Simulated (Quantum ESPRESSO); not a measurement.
# Ionisation energy and electron affinity at BP(110), part 2 of 6

Wanted: ionisation energy, electron affinity and surface tilt of BP(110).

Quantum ESPRESSO 7.5; plane-wave DFT, PBE, GBRV ultrasoft pseudopotentials.

So far: Starting point; Ground state of the ideal slab; Electrostatic potential of the ideal slab; Planar and running averages.

### 5. Relaxing the ions

Both faces relax; the three middle layers are held, so that the slab's middle stays bulk-like.

Contents of relax.in:

```
&control
  prefix = 'relax'
  outdir = './out'
  pseudo_dir = './pseudo'
  nstep = 60
  forc_conv_thr = 0.001
  calculation = 'relax'
/
&system
  ibrav = 0
  nat = 18
  ntyp = 2
  ecutwfc = 40
  ecutrho = 200
  occupations = 'smearing'
  smearing = 'fd'
  degauss = 0.002
/
&electrons
  conv_thr = 1e-07
  mixing_beta = 0.4
  electron_maxstep = 120
  mixing_mode = 'plain'
/
&ions
/
ATOMIC_SPECIES
  B   10.8100  b_pbe_v1.4.uspp.F.UPF
  P   30.9738  p_pbe_v1.5.uspp.F.UPF
CELL_PARAMETERS angstrom
  4.55000000000000 0.00000000000000 0.00000000000000
  0.00000000000000 3.21733585439879 0.00000000000000
  0.00000000000000 0.00000000000000 28.86934341759516
ATOMIC_POSITIONS crystal
  B   0.000000000000 0.000000000000 0.277110562727
  P   0.250000000000 0.500000000000 0.277110562727
  B   0.500000000000 0.500000000000 0.332832922045
  P   0.750000000000 0.000000000000 0.332832922045
  B   0.000000000000 0.000000000000 0.388555281363
  P   0.250000000000 0.500000000000 0.388555281363
  B   0.500000000000 0.500000000000 0.444277640682 0 0 0
  P   0.750000000000 0.000000000000 0.444277640682 0 0 0
  B   0.000000000000 0.000000000000 0.500000000000 0 0 0
  P   0.250000000000 0.500000000000 0.500000000000 0 0 0
  B   0.500000000000 0.500000000000 0.555722359318 0 0 0
  P   0.750000000000 0.000000000000 0.555722359318 0 0 0
  B   0.000000000000 0.000000000000 0.611444718637
  P   0.250000000000 0.500000000000 0.611444718637
  B   0.500000000000 0.500000000000 0.667167077955
  P   0.750000000000 0.000000000000 0.667167077955
  B   0.000000000000 0.000000000000 0.722889437273
  P   0.250000000000 0.500000000000 0.722889437273
K_POINTS automatic
  4 6 1 0 0 0
```

Run with:

```console
$ OMP_NUM_THREADS=1 mpirun -n 4 pw.x -nk 2 -in relax.in > relax.out
```

The program printed:

```text
[banner, memory and clock lines left out]
Program PWSCF v.7.5 starts
[citation notice left out]

[...]
Message from routine setup:
[...]
bravais-lattice index     =            0
     lattice parameter (alat)  =       8.5983  a.u.
     unit-cell volume          =    2851.9460 (a.u.)^3
     number of atoms/cell      =           18
     number of atomic types    =            2
     number of electrons       =        72.00
     number of Kohn-Sham states=           43
     kinetic-energy cutoff     =      40.0000  Ry
     charge density cutoff     =     200.0000  Ry
     scf convergence threshold =      1.0E-07
     mixing beta               =       0.4000
     number of iterations used =            8  plain     mixing
     energy convergence thresh.=      1.0E-04
     force convergence thresh. =      1.0E-03
     Exchange-correlation=  SLA  PW   PBX  PBC
                           (   1   4   3   4   0   0   0)
     nstep                     =           60

[...]
PseudoPot. # 1 for B  read from file:
     ./pseudo/b_pbe_v1.4.uspp.F.UPF
     Pseudo is Ultrasoft + core correction, Zval =  3.0
     Generated by new atomic code, or converted to UPF format
     Using radial grid of  781 points,  4 beta functions with:
                l(1) =   0
                l(2) =   0
                l(3) =   1
                l(4) =   1
     Q(r) pseudized with  8 coefficients,  rinner =    1.100   1.100   1.100

     PseudoPot. # 2 for P  read from file:
     ./pseudo/p_pbe_v1.5.uspp.F.UPF
     Pseudo is Ultrasoft + core correction, Zval =  5.0
     Generated by new atomic code, or converted to UPF format
     Using radial grid of  903 points,  6 beta functions with:
                l(1) =   0
                l(2) =   0
                l(3) =   1
                l(4) =   1
                l(5) =   2
                l(6) =   2
     Q(r) pseudized with  8 coefficients,  rinner =    1.300   1.300   1.300
                                                       1.300   1.300

     atomic species   valence    mass     pseudopotential
     B                 3.00    10.81000     B ( 1.00)
     P                 5.00    30.97380     P ( 1.00)

      4 Sym. Ops. (no inversion) found

[...]
number of k points=    12  Fermi-Dirac smearing, width (Ry)=  0.0020
[...]
Dense  grid:   136337 G-vectors     FFT dimensions: (  40,  27, 250)

     Smooth grid:    97485 G-vectors     FFT dimensions: (  36,  25, 225)

     Initial potential from superposition of free atoms

     starting charge      71.9960, renormalised to      72.0000

     negative rho (up, down):  1.119E-04 0.000E+00
     Starting wfcs are   72 randomized atomic wfcs

     per-process dynamical memory:    98.6 Mb

     Self-consistent Calculation

     iteration #  1     ecut=    40.00 Ry     beta= 0.40
     Davidson diagonalization with overlap
     ethr =  1.00E-02,  avg # of iterations =  3.0

     negative rho (up, down):  1.155E-04 0.000E+00

     total energy              =    -197.29767788 Ry
     estimated scf accuracy    <       1.20714775 Ry

     iteration #  2     ecut=    40.00 Ry     beta= 0.40
[...]
negative rho (up, down):  1.520E-04 0.000E+00

[...]
total energy              =    -197.23926344 Ry
     estimated scf accuracy    <       0.46335903 Ry

     iteration #  3     ecut=    40.00 Ry     beta= 0.40
[...]
negative rho (up, down):  1.827E-04 0.000E+00

[...]
total energy              =    -197.01056297 Ry
     estimated scf accuracy    <       3.99222309 Ry

     iteration #  4     ecut=    40.00 Ry     beta= 0.40
[...]
negative rho (up, down):  2.146E-04 0.000E+00

[...]
total energy              =    -197.37476428 Ry
     estimated scf accuracy    <       0.11010516 Ry

     iteration #  5     ecut=    40.00 Ry     beta= 0.40
[...]
negative rho (up, down):  2.518E-04 0.000E+00

[...]
total energy              =    -197.37706264 Ry
     estimated scf accuracy    <       0.03042159 Ry

     iteration #  6     ecut=    40.00 Ry     beta= 0.40
[...]
negative rho (up, down):  2.680E-04 0.000E+00

[...]
total energy              =    -197.38125481 Ry
     estimated scf accuracy    <       0.00227566 Ry

[...]
iteration # 10     ecut=    40.00 Ry     beta= 0.40
[...]
negative rho (up, down):  2.795E-04 0.000E+00

[...]
total energy              =    -197.38188854 Ry
     estimated scf accuracy    <       0.00000178 Ry

     iteration # 11     ecut=    40.00 Ry     beta= 0.40
[...]
negative rho (up, down):  2.798E-04 0.000E+00

[...]
total energy              =    -197.38188904 Ry
     estimated scf accuracy    <       0.00000018 Ry

     iteration # 12     ecut=    40.00 Ry     beta= 0.40
[...]
negative rho (up, down):  2.799E-04 0.000E+00

[...]
total energy              =    -197.38188907 Ry
     estimated scf accuracy    <       0.00000010 Ry

     iteration # 13     ecut=    40.00 Ry     beta= 0.40
[...]
negative rho (up, down):  2.800E-04 0.000E+00

[...]
End of self-consistent calculation

          k = 0.0000 0.0000 0.0000 ( 12141 PWs)   bands (ev):

   -13.4333 -12.9459 -12.2604 -11.3903 -10.3735  -9.3900  -8.7998  -8.5157
    -8.4487  -6.6393  -6.3256  -5.8829  -5.1574  -4.2385  -4.0629  -3.9923
    -3.2314  -3.0660  -2.7063  -2.1772  -2.1611  -1.7972  -1.7561  -1.2181
    -1.0724  -0.7206  -0.5731   0.1268   0.4232   0.5492   0.7925   1.3342
     1.6796   1.7067   1.8024   2.0137   3.1727   3.4339   3.4814   3.9187
     4.2770   4.5223   5.2398

          k = 0.0000 0.2357 0.0000 ( 12182 PWs)   bands (ev):

   -13.1033 -12.6177 -11.9350 -11.0699 -10.0623  -9.1084  -8.6688  -8.3270
    -8.3007  -6.4564  -6.1980  -5.8512  -5.1913  -4.1968  -3.8201  -3.7935
    -3.5472  -3.1257  -3.0139  -2.8246  -2.7263  -2.5528  -1.9808  -1.8803
    -1.6469  -1.2430  -1.1174  -0.6764  -0.5507  -0.1128   0.0461   0.1313
     0.1588   0.5087   1.2698   1.3442   3.1873   3.4260   4.4396   4.4933
     4.5124   5.3053   5.6964

[...]
the Fermi energy is     2.0558 ev

[...]
BFGS Geometry Optimization
     Energy error            =      4.7E-02 Ry
     Gradient error          =      9.6E-02 Ry/Bohr

     number of scf cycles    =   1
     number of bfgs steps    =   0

     energy             new  =    -197.3818890876 Ry

     new trust radius        =       0.1186393795 bohr
     new conv_thr            =       0.0000001000 Ry

ATOMIC_POSITIONS (crystal)
B                0.0080548275        0.0000000000        0.2788762264
P                0.2447744650        0.5000000000        0.2759645392
B                0.5003328974        0.5000000000        0.3331923294
P                0.7460970828        0.0000000000        0.3319076098
B                0.0014573436       -0.0000000000        0.3886083136
P                0.2498428506        0.5000000000        0.3884654835
B                0.5000000000        0.5000000000        0.4442776407    0   0   0
P                0.7500000000        0.0000000000        0.4442776407    0   0   0
B                0.0000000000        0.0000000000        0.5000000000    0   0   0
P                0.2500000000        0.5000000000        0.5000000000    0   0   0
B                0.5000000000        0.5000000000        0.5557223593    0   0   0
P                0.7500000000        0.0000000000        0.5557223593    0   0   0
B                0.0014573436        0.0000000000        0.6113916864
P                0.2498428506        0.5000000000        0.6115345165
B                0.5003328974        0.5000000000        0.6668076706
P                0.7460970828        0.0000000000        0.6680923902
B                0.0080548275        0.0000000000        0.7211237736
P                0.2447744650        0.5000000000        0.7240354608

[...]
NEW-OLD atomic charge density approx. for the potential

     negative rho (up, down):  2.701E-04 0.000E+00

     per-process dynamical memory:   130.4 Mb

[...]
!    total energy              =    -197.42290908 Ry
[...]
Total force =     0.157656     Total SCF correction =     0.000624
[...]
number of bfgs steps    =   1
[...]
energy             new  =    -197.4229090835 Ry
[...]
new trust radius        =       0.1305033175 bohr
[...]
!    total energy              =    -197.45187059 Ry
[...]
Total force =     0.112588     Total SCF correction =     0.000449
[...]
number of bfgs steps    =   2
[...]
energy             new  =    -197.4518705882 Ry
[...]
new trust radius        =       0.1957549762 bohr
[...]
!    total energy              =    -197.47786638 Ry
[...]
Total force =     0.074253     Total SCF correction =     0.000422
[...]
number of bfgs steps    =   3
[...]
energy             new  =    -197.4778663769 Ry
[...]
new trust radius        =       0.1984054233 bohr
[...]
!    total energy              =    -197.48952191 Ry
[...]
Total force =     0.057487     Total SCF correction =     0.000134
[...]
number of bfgs steps    =   4
[...]
energy             new  =    -197.4895219147 Ry
[...]
new trust radius        =       0.0496267426 bohr
[...]
!    total energy              =    -197.49240713 Ry
[...]
Total force =     0.043466     Total SCF correction =     0.000193
[...]
number of bfgs steps    =   5
[...]
energy             new  =    -197.4924071272 Ry
[...]
new trust radius        =       0.0529180312 bohr
[...]
!    total energy              =    -197.49513267 Ry
[...]
Total force =     0.015888     Total SCF correction =     0.000122
[...]
number of bfgs steps    =   6
[...]
energy             new  =    -197.4951326727 Ry
[...]
new trust radius        =       0.0145036883 bohr
[...]
!    total energy              =    -197.49626864 Ry
[...]
Total force =     0.013936     Total SCF correction =     0.000051
[...]
number of bfgs steps    =  10
[...]
energy             new  =    -197.4962686421 Ry
[...]
new trust radius        =       0.0323742815 bohr
[...]
Self-consistent Calculation

[...]
iteration # 11     ecut=    40.00 Ry     beta= 0.40
[...]
negative rho (up, down):  2.895E-04 0.000E+00

[...]
End of self-consistent calculation

          k = 0.0000 0.0000 0.0000 ( 12141 PWs)   bands (ev):

   -13.4460 -13.0263 -12.3665 -11.4697 -10.4262  -9.4687  -8.8404  -8.6864
    -8.6118  -6.6451  -6.3727  -5.8995  -5.1746  -4.4414  -4.0083  -3.8203
    -3.4744  -2.9642  -2.5060  -2.1998  -2.0419  -1.9976  -1.9160  -1.4410
    -0.8776  -0.8729  -0.7846  -0.0393   0.3692   0.5959   0.6540   1.1537
     1.4807   1.5417   1.7022   1.7753   3.3872   3.5865   3.6788   4.0947
     4.3185   4.5339   5.0403

          k = 0.0000 0.2357 0.0000 ( 12182 PWs)   bands (ev):

   -13.1159 -12.6983 -12.0424 -11.1516 -10.1164  -9.1835  -8.6709  -8.5297
    -8.4591  -6.4642  -6.2492  -5.8614  -5.1864  -4.3220  -3.7463  -3.7081
    -3.5908  -3.3300  -3.2341  -2.8016  -2.7125  -2.4946  -2.1118  -1.8345
    -1.8275  -1.3850  -0.9625  -0.8190  -0.6605  -0.2180  -0.1259   0.0118
     0.1511   0.4740   0.9917   1.1947   3.5959   3.8864   4.4432   4.5886
     4.6585   5.2033   5.7756

[...]
the Fermi energy is     1.9774 ev

!    total energy              =    -197.49670327 Ry
     estimated scf accuracy    <          8.4E-11 Ry
     smearing contrib. (-TS)   =      -0.00000183 Ry
     internal energy E=F+TS    =    -197.49670144 Ry

     The total energy is F=E-TS. E is the sum of the following terms:
     one-electron contribution =   -2771.69249540 Ry
     hartree contribution      =    1408.32705638 Ry
     xc contribution           =     -80.40791104 Ry
     ewald contribution        =    1246.27664863 Ry

     convergence has been achieved in  11 iterations

     negative rho (up, down):  2.895E-04 0.000E+00

     Forces acting on atoms (cartesian axes, Ry/au):

     atom    1 type  1   force =     0.00369482    0.00000000    0.00154171
     atom    2 type  2   force =    -0.00340414   -0.00000000    0.00002397
     atom    3 type  1   force =     0.00059533    0.00000000    0.00084739
     atom    4 type  2   force =     0.00334067    0.00000000    0.00110735
     atom    5 type  1   force =     0.00247292   -0.00000000   -0.00529955
     atom    6 type  2   force =     0.00344713   -0.00000000    0.00267990
     atom    7 type  1   force =    -0.00407306    0.00000000   -0.00323445
     atom    8 type  2   force =    -0.00749165    0.00000000    0.00307060
     atom    9 type  1   force =     0.00232402    0.00000000    0.00000000
     atom   10 type  2   force =     0.00051192    0.00000000    0.00000000
     atom   11 type  1   force =    -0.00407306   -0.00000000    0.00323445
     atom   12 type  2   force =    -0.00749165   -0.00000000   -0.00307060
     atom   13 type  1   force =     0.00247292    0.00000000    0.00529955
     atom   14 type  2   force =     0.00344713    0.00000000   -0.00267990
     atom   15 type  1   force =     0.00059533    0.00000000   -0.00084739
     atom   16 type  2   force =     0.00334067   -0.00000000   -0.00110735
     atom   17 type  1   force =     0.00369482    0.00000000   -0.00154171
     atom   18 type  2   force =
```

Elapsed: 10 min, on 4 MPI ranks of Arm Neoverse V2, shared host; peak memory 1 GiB.

Step by step:

```tsv
step	energy less that of the first step (eV)	largest force (eV/Å)
1	0.0000	3.0503
2	-0.5581	2.4272
3	-0.9521	1.7728
4	-1.3058	0.9002
5	-1.4644	0.6916
6	-1.5037	0.5261
7	-1.5408	0.2151
8	-1.5448	0.1350
9	-1.5486	0.1387
10	-1.5521	0.1390
11	-1.5562	0.1375
12	-1.5621	0.1504
13	-1.5669	0.1174
14	-1.5683	0.0648
15	-1.5693	0.0601
16	-1.5697	0.0437
17	-1.5701	0.0297
18	-1.5702	0.0232
```

The atoms that moved most (Å):

```tsv
atom	dx	dy	dz	length
B1	0.252	0.000	0.362	0.441
B17	0.252	0.000	-0.362	0.441
P2	0.053	0.000	-0.120	0.132
P18	0.053	0.000	0.120	0.132
P4	-0.031	0.000	0.004	0.031
P16	-0.031	0.000	-0.004	0.031
B5	0.008	0.000	0.011	0.013
B13	0.008	0.000	-0.011	0.013
```

The relaxation lowers the energy by 87 meV an atom. On the free atoms the largest force ends at 0.023 eV/Å.

This step gave:

```
free energy  : -2687.0876 eV
Fermi energy : 1.970 eV
```

The program's own clock; routines nest. Time by routine:

```tsv
routine	wall time (s)	calls
PWSCF	617.5	1
electrons	598.2	18
c_bands	506.9	164
cegterg	465	984
h_psi	302.8	5037
fftw	197.1	285854
vloc_psi	182.8	5037
calbec	88.03	6453
sum_band	70.99	164
add_vuspsi	59.8	5037
s_psi	59.58	5037
h_psi:calbec	59.43	5037
forces	14.93	18
newd	14.04	175
```

(Continued in part 3 of 6.)

[Logs are printed without paths, hosts, clocks, repeated set-up lines and the standing remarks that a program may print on its own settings, such as how far it seeks lower states.]

[Hosts, paths, dates, database ids (printed as entryN), source tags and the programs' standing remarks are cut or masked in the printed files.]

[Maps of the electrostatic potential energy from Ansatz leave out the sawtooth potential of an applied field or a dipole correction, so their vacuum need not be flat; planar profiles and work functions include it.]
